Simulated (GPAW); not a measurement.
Computed Si K edges (GPAW, LDA, excited-electron core hole (neutral cell), supercells with 6.7 to 7.4 Å between holes, Gaussian full width 0.9 eV up to 4 eV, rising linearly to 3.5 eV at 25 eV) of these absorbers are given in random order:
A. SrSi (Cmcm): 2 Si at 2.51 Å (bent, 107°, site symmetry m2m)
B. YSi2 (P6/mmm): 3 Si at 2.22 Å (trigonal planar, site symmetry -6m2)

Energy from 1828.0 eV of photon energy (total-energy differences, less 14.9 eV, the free-atom term for the hole's spin); mean of 1 over the first 20 eV. In the free atom LDA prices this hole about 8 eV below PBE, which is itself good to a few eV.

| E (eV) | spectrum 1 | spectrum 2 |
| --- | --- | --- |
| -2.0 | 0.00 | 0.00 |
| -1.0 | 0.00 | 0.00 |
| 0.0 | 0.46 | 0.11 |
| 1.0 | 0.87 | 0.73 |
| 2.0 | 1.06 | 0.84 |
| 3.0 | 1.14 | 1.07 |
| 4.0 | 1.48 | 1.31 |
| 5.0 | 1.72 | 1.46 |
| 6.0 | 1.65 | 1.40 |
| 7.0 | 1.41 | 1.41 |
| 8.0 | 1.15 | 1.17 |
| 9.0 | 0.83 | 0.99 |
| 10.0 | 0.77 | 1.03 |
| 11.0 | 0.78 | 1.15 |
| 12.0 | 0.71 | 1.02 |
| 13.0 | 0.73 | 0.85 |
| 14.0 | 0.76 | 0.83 |
| 15.0 | 0.76 | 0.82 |
| 16.0 | 0.78 | 0.82 |
| 17.0 | 0.82 | 0.80 |
| 18.0 | 0.85 | 0.78 |
| 19.0 | 0.90 | 0.76 |
| 20.0 | 0.91 | 0.77 |
| 21.0 | 0.88 | 0.83 |
| 22.0 | 0.83 | 0.96 |
| 23.0 | 0.79 | 1.11 |
| 24.0 | 0.76 | 1.21 |
| 25.0 | 0.73 | 1.21 |
| 26.0 | 0.71 | 1.10 |
| 27.0 | 0.70 | 0.97 |
| 28.0 | 0.70 | 0.86 |
| 29.0 | 0.70 | 0.76 |

Question: Which spectrum belongs to which crystal?

Spectrum 1 is A (rising edge 1828.2 eV, maxima 2.5 eV (1.18) and 5.4 eV (1.77) above its zero). Spectrum 2 is B (rising edge 1828.7 eV, maxima 5.0 eV (1.47) and 6.6 eV (1.41) above its zero). After the best relative shift (up to 4 eV allowed) the shapes differ by 18 % r.m.s. (of the curve's own r.m.s. level). Between 0 and 20 eV on the axis shown, they part most near 0.2 eV, where SrSi (Cmcm) is higher by 0.4. The rising edges span 0.5 eV, lowest for SrSi (Cmcm).

 Lifetime broadening is put in by hand, and intensities beyond about 20 eV depend on it. The structures are entries of the Crystallography Open Database, used as given.

[Hosts, paths, dates, database ids (printed as entryN), source tags and the programs' standing remarks are cut or masked in the printed files.]
